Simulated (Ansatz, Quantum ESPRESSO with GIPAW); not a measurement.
# CH3O3: working out the 17O quadrupolar coupling

A plane-wave PAW calculation (PBEsol, Ansatz) gives this electric field gradient, in 10²¹ V/m² and Cartesian axes, at one O site of CH3O3 (atom 9; water; site symmetry 1):

```
      2.7291       11.2430       -0.6197
     11.2430       -5.9316       -1.1826
     -0.6197       -1.1826        3.2025
```

17O has spin 5/2, Q = -0.02558 barn and |γ|/2π = 5.7742 MHz/T. The cell is the P2_1/c form of a database entry, atoms relaxed, static and at 0 K. The PAW files were made for PBE.

**Task.** Find C_Q, η_Q and ν_Q, and the shift and width of the central transition under fast MAS at 11.7 T and 14.1 T.

1. The tensor is symmetric and traceless. Its eigenvalues, ordered by size, are V_xx = 3.0379, V_yy = 10.6347 and V_zz = -13.6725.

2. η_Q = (V_xx − V_yy)/V_zz = 0.556.

3. C_Q = eQV_zz/h. One unit of 10²¹ V/m² with one barn gives 24.18 MHz, so C_Q = 24.18 × −0.02558 × −13.6725 = 8.457 MHz. A spectrum shows its size, not its sign.

4. ν_Q = 3C_Q/[2I(2I−1)] = 1.269 MHz in size, and P_Q = |C_Q|√(1 + η²/3) = 8.881 MHz.

5. The resonances lie at ν0 = 67.56 and 81.42 MHz, so ν_Q/ν0 is 0.019 at most and second order holds. The centre of gravity moves by δ_Q = −(3/40)(P_Q/ν0)² F × 10⁶ ppm, with F = [I(I+1) − 3/4]/[I²(2I−1)²] = 0.08: -104 ppm at 11.7 T and -71.4 ppm at 14.1 T.

6. Summing the second-order term over orientations gives a full width of 240 ppm (16 kHz) and 166 ppm (13 kHz). In ppm both fall as 1/B²: (11.7/14.1)² = 0.689. The spinning rate must pass the static width for this shape to show cleanly.

[Banner, clock, file and message-heading lines were taken out of the pw.x and gipaw.x logs.]

[Logs are printed without paths, hosts, clocks, repeated set-up lines and the standing remarks that a program may print on its own settings, such as how far it seeks lower states.]

[Hosts, paths, dates, database ids (printed as entryN), source tags and the programs' standing remarks are cut or masked in the printed files.]
